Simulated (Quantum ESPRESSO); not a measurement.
# KCo2As2: which magnetic order is lowest

Wanted: the moments of KCo2As2 and the energy of each order that was tried.

Method: PBEsol; plane waves with GBRV 1.5 PBEsol potentials, no spin-orbit coupling, in Quantum ESPRESSO 7.5.

This is a report of a sequence of runs, with most program output left out.

**1. The starting structure**

It takes space group I4/mmm (No. 139, tetragonal). Conventional cell: a = 3.740 Å, b = 3.740 Å, c = 13.640 Å, α = 90.00°, β = 90.00°, γ = 90.00°. K has 8 As at 3.37 Å and 4 K at 3.74 Å nearest. Nearest to Co lie 4 As at 2.29 Å. Nearest to As lie 4 Co at 2.29 Å and 4 K at 3.37 Å. Farther neighbours are not listed.

The cell comes from Materials Project 2023-11-01, a database of computed structures, and need not be the stable phase.

**2. Run 1, typed as ferro ++**

The signs are those of the starting moments on the seeded atoms, the atoms that are given a moment.

The input, pw.in:

```
&CONTROL
  calculation = 'scf'
  prefix = 'pwscf'
  outdir = './tmp'
  pseudo_dir = './pseudo'
  disk_io = 'nowf'
/
&SYSTEM
  ibrav = 0
  nat = 5
  ntyp = 3
  ecutwfc = 40
  ecutrho = 280
  nbnd = 38
  occupations = 'smearing'
  smearing = 'fd'
  degauss = 0.00734986
  nspin = 2
  starting_magnetization(1) = 0
  starting_magnetization(2) = 0.1176
  starting_magnetization(3) = 0
/
&ELECTRONS
  conv_thr = 1d-08
  electron_maxstep = 150
  mixing_beta = 0.3
/
ATOMIC_SPECIES
K      39.0983 k_pbesol_v1.4.uspp.F.UPF
Co     58.9332 co_pbesol_v1.2.uspp.F.UPF
As     74.9216 as_pbesol_v1.uspp.F.UPF
CELL_PARAMETERS angstrom
  -1.8699690938    1.8699690938    6.8199068568
   1.8699690938   -1.8699690938    6.8199068568
   1.8699690938    1.8699690938   -6.8199068568
ATOMIC_POSITIONS crystal
K       0.0000000000    0.0000000000    0.0000000000
Co      0.7500000000    0.2500000000    0.5000000000
Co      0.2500000000    0.7500000000    0.5000000000
As      0.3465498600    0.3465498600    0.0000000000
As      0.6534501400    0.6534501400    0.0000000000
K_POINTS automatic
10 10 10 0 0 0
```

Command:

```
> OMP_NUM_THREADS=1 mpirun -n 4 pw.x -nk 4 -in pw.in > pw.out
```

The job ended after 6.9 min (4 MPI ranks of Intel Xeon Platinum 8488C (Sapphire Rapids), shared host; peak memory 1.1 GiB).

The spin moment in the atom's sphere vanishes on all atoms.

Numbers from this step:

```
smearing term TS       : 0.07589 eV
magnetization          : 0 μB
absolute magnetization : 0 μB
final state            : non-magnetic
```

**3. Start 2: antiferro q=(0,0,1/2) +−+−**

The cell is doubled to 10 atoms to hold this order. The wavevector q is in fractions of the reciprocal vectors of the crystal's primitive cell, as the cells of these inputs are built from it; moments change sign between cells as cos(2π q·R).

The input, pw.in:

```
&CONTROL
  calculation = 'scf'
  prefix = 'pwscf'
  outdir = './tmp'
  pseudo_dir = './pseudo'
  disk_io = 'nowf'
/
&SYSTEM
  ibrav = 0
  nat = 10
  ntyp = 4
  ecutwfc = 40
  ecutrho = 280
  nbnd = 68
  occupations = 'smearing'
  smearing = 'fd'
  degauss = 0.00734986
  nspin = 2
  starting_magnetization(1) = 0
  starting_magnetization(2) = 0.1176
  starting_magnetization(3) = -0.1176
  starting_magnetization(4) = 0
/
&ELECTRONS
  conv_thr = 2d-08
  electron_maxstep = 150
  mixing_beta = 0.3
/
ATOMIC_SPECIES
K      39.0983 k_pbesol_v1.4.uspp.F.UPF
Co1    58.9332 co_pbesol_v1.2.uspp.F.UPF
Co2    58.9332 co_pbesol_v1.2.uspp.F.UPF
As     74.9216 as_pbesol_v1.uspp.F.UPF
CELL_PARAMETERS angstrom
  -1.8699690938    1.8699690938    6.8199068568
   1.8699690938   -1.8699690938    6.8199068568
   3.7399381876    3.7399381876  -13.6398137136
ATOMIC_POSITIONS crystal
K       0.0000000000    0.0000000000    0.0000000000
K       0.0000000000    0.0000000000    0.5000000000
Co1     0.7500000000    0.2500000000    0.2500000000
Co2     0.7500000000    0.2500000000    0.7500000000
Co1     0.2500000000    0.7500000000    0.2500000000
Co2     0.2500000000    0.7500000000    0.7500000000
As      0.3465498600    0.3465498600    0.0000000000
As      0.3465498600    0.3465498600    0.5000000000
As      0.6534501400    0.6534501400    0.0000000000
As      0.6534501400    0.6534501400    0.5000000000
K_POINTS automatic
10 10 5 0 0 0
```

The job ended after 29 min (4 MPI ranks; peak memory 2.3 GiB).

Spin moment in the atom's sphere by atom:

| atom | spin moment in the atom's sphere (μB) |
| --- | --- |
| K1 | 0.0000 |
| K2 | 0.0000 |
| Co3 | 0.0005 |
| Co4 | -0.0004 |
| Co5 | 0.0005 |
| Co6 | -0.0004 |
| As7 | 0.0000 |
| As8 | 0.0000 |
| As9 | 0.0000 |
| As10 | 0.0000 |

This step gave:

```
smearing term TS       : 0.1518 eV
magnetization          : 0 μB
absolute magnetization : 0 μB
final state            : non-magnetic
```

**4. Run 3, typed as antiferro +−**

The input, pw.in:

```
&CONTROL
  calculation = 'scf'
  prefix = 'pwscf'
  outdir = './tmp'
  pseudo_dir = './pseudo'
  disk_io = 'nowf'
/
&SYSTEM
  ibrav = 0
  nat = 5
  ntyp = 4
  ecutwfc = 40
  ecutrho = 280
  nbnd = 36
  occupations = 'smearing'
  smearing = 'fd'
  degauss = 0.00734986
  nspin = 2
  starting_magnetization(1) = 0
  starting_magnetization(2) = 0.1176
  starting_magnetization(3) = -0.1176
  starting_magnetization(4) = 0
/
&ELECTRONS
  conv_thr = 1d-08
  electron_maxstep = 150
  mixing_beta = 0.3
/
ATOMIC_SPECIES
K      39.0983 k_pbesol_v1.4.uspp.F.UPF
Co1    58.9332 co_pbesol_v1.2.uspp.F.UPF
Co2    58.9332 co_pbesol_v1.2.uspp.F.UPF
As     74.9216 as_pbesol_v1.uspp.F.UPF
CELL_PARAMETERS angstrom
  -1.8699690938    1.8699690938    6.8199068568
   1.8699690938   -1.8699690938    6.8199068568
   1.8699690938    1.8699690938   -6.8199068568
ATOMIC_POSITIONS crystal
K       0.0000000000    0.0000000000    0.0000000000
Co1     0.7500000000    0.2500000000    0.5000000000
Co2     0.2500000000    0.7500000000    0.5000000000
As      0.3465498600    0.3465498600    0.0000000000
As      0.6534501400    0.6534501400    0.0000000000
K_POINTS automatic
10 10 10 0 0 0
```

The job ended after 6.5 min (4 MPI ranks; peak memory 0.98 GiB; 26 min of CPU time).

The spin moment in the atom's sphere vanishes on all atoms.

Numbers from this step:

```yaml
smearing_term_ts: 0.07589 eV
magnetization: 0 μB
absolute_magnetization: 0 μB
final_state: non-magnetic
```

**5. Run 4, typed as no spin polarisation**

The input, pw.in:

```
&CONTROL
  calculation = 'scf'
  prefix = 'pwscf'
  outdir = './tmp'
  pseudo_dir = './pseudo'
  disk_io = 'nowf'
/
&SYSTEM
  ibrav = 0
  nat = 5
  ntyp = 3
  ecutwfc = 40
  ecutrho = 280
  nbnd = 36
  occupations = 'smearing'
  smearing = 'fd'
  degauss = 0.00734986
/
&ELECTRONS
  conv_thr = 1d-08
  electron_maxstep = 150
  mixing_beta = 0.3
/
ATOMIC_SPECIES
K      39.0983 k_pbesol_v1.4.uspp.F.UPF
Co     58.9332 co_pbesol_v1.2.uspp.F.UPF
As     74.9216 as_pbesol_v1.uspp.F.UPF
CELL_PARAMETERS angstrom
  -1.8699690938    1.8699690938    6.8199068568
   1.8699690938   -1.8699690938    6.8199068568
   1.8699690938    1.8699690938   -6.8199068568
ATOMIC_POSITIONS crystal
K       0.0000000000    0.0000000000    0.0000000000
Co      0.7500000000    0.2500000000    0.5000000000
Co      0.2500000000    0.7500000000    0.5000000000
As      0.3465498600    0.3465498600    0.0000000000
As      0.6534501400    0.6534501400    0.0000000000
K_POINTS automatic
10 10 10 0 0 0
```

Run time: 2.6 min. Hardware: 4 MPI ranks; peak memory 0.73 GiB; 10 min of CPU time.

This step gave:

```
smearing term TS : 0.07589 eV
final state      : non-magnetic (no spin polarisation)
```

**6. Ranking**

An order is kept where moments of 0.15 μB or more survive with the typed signs; meshes match where a doubled cell samples the same k points as the first cell.

Orders:

| start | final state | typed order kept | energy over the lowest (meV a seeded atom) | largest site moment (μB) | net moment (μB a cell of the first run) | mesh matched | CPU time (s) |
| --- | --- | --- | --- | --- | --- | --- | --- |
| ferro ++ | non-magnetic | no | 0.04282 | 0 | 0 | yes | 1649 |
| antiferro q=(0,0,1/2) +-+- | non-magnetic | no | 0.04285 | 5.37e-4 | 0 | yes | 6962 |
| antiferro +- | non-magnetic | no | 0.04286 | 0 | 0 | yes | 1554 |
| no spin polarisation | non-magnetic | - | 0 | 0 | 0 | yes | 625.3 |

**7. What came out**

| Property | Result |
| --- | --- |
| lowest state found | non-magnetic (from ferro ++, antiferro q=(0,0,1/2) +-+-, antiferro +- and no spin polarisation) |
| largest site moment | 0 μB |

In words: The lowest state carries no moment, and no start kept one. Only these 4 starts were compared; other wavevectors, canted and longer-period orders were not. Energies are free energies at an electronic temperature of 1160 K, which lowers moments and differences where the moments are itinerant.

[Logs and program files are shortened in this print: banners, set-up blocks, solver, clock and traceback lines can be left out without a mark of their own.]

[Logs are printed without paths, hosts, clocks, repeated set-up lines and the standing remarks that a program may print on its own settings, such as how far it seeks lower states.]

[Hosts, paths, dates, database ids (printed as entryN), source tags and the programs' standing remarks are cut or masked in the printed files.]

[Where a cell is said to come from a database of computed structures, the database is the Materials Project.]
